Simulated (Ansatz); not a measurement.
In doubt: masses and optical values from hybrid runs of this build are listed as unsure (in some of the runs), which bears on the screening that GW takes from such a start.

The crystal is Germanium (Fd-3m, 2 atoms a cell).

Symmetry: Fd-3m, No. 227, cubic system. Conventional cell: a = 5.658 Å, b = 5.658 Å, c = 5.658 Å, α = 90.00°, β = 90.00°, γ = 90.00°. Nearest to Ge lie 4 Ge at 2.45 Å.

```xyz
2
Lattice="0.0000 2.8289 2.8289 2.8289 0.0000 2.8289 2.8289 2.8289 0.0000" Properties=species:S:1:pos:R:3 pbc="T T T"
Ge    0.0000    0.0000    0.0000
Ge    1.4145    1.4145    1.4145
```

The cell and positions come from the Crystallography Open Database and are kept as given unless a step says otherwise.

Gaps computed with Ansatz 0.2.0 without a self-energy: HSE06 0.87 eV.

**Question.** Estimate the G0W0@HSE06 gap with 8×8×8 mesh, 406 empty bands, screening to 250 eV, hard PAW files.

About 0.95 eV: on its mesh the run moves the gap from 0.80 eV by +0.16 eV. Bands and cutoff are finite, so the gap is not at the basis limit. The miss can reach some tenths of an eV and take either sign; the mesh is an error of its own. The 8×8×8 mesh is coarse for this cell (its supercell is 32 Å along the shortest edge). The RPA ε∞ on it, from the HSE06 start, is 19.15; such meshes misread the long-range screening, most where the gap is narrow. The many-body steps are scalar-relativistic: spin-orbit coupling is not in them.

[Paths, hosts, dates, memory and timing lines, banners, echoed tables and standing remarks are left out of the program output.]

[Logs are printed without paths, hosts, clocks, repeated set-up lines and the standing remarks that a program may print on its own settings, such as how far it seeks lower states.]

[Runs of the session that timed out or met a known fault of the program may be left out.]

[Cells called generated may have been cut or substituted from an entry of the Crystallography Open Database or the Materials Project.]

[Hosts, paths, dates, database ids (printed as entryN), source tags and the programs' standing remarks are cut or masked in the printed files.]
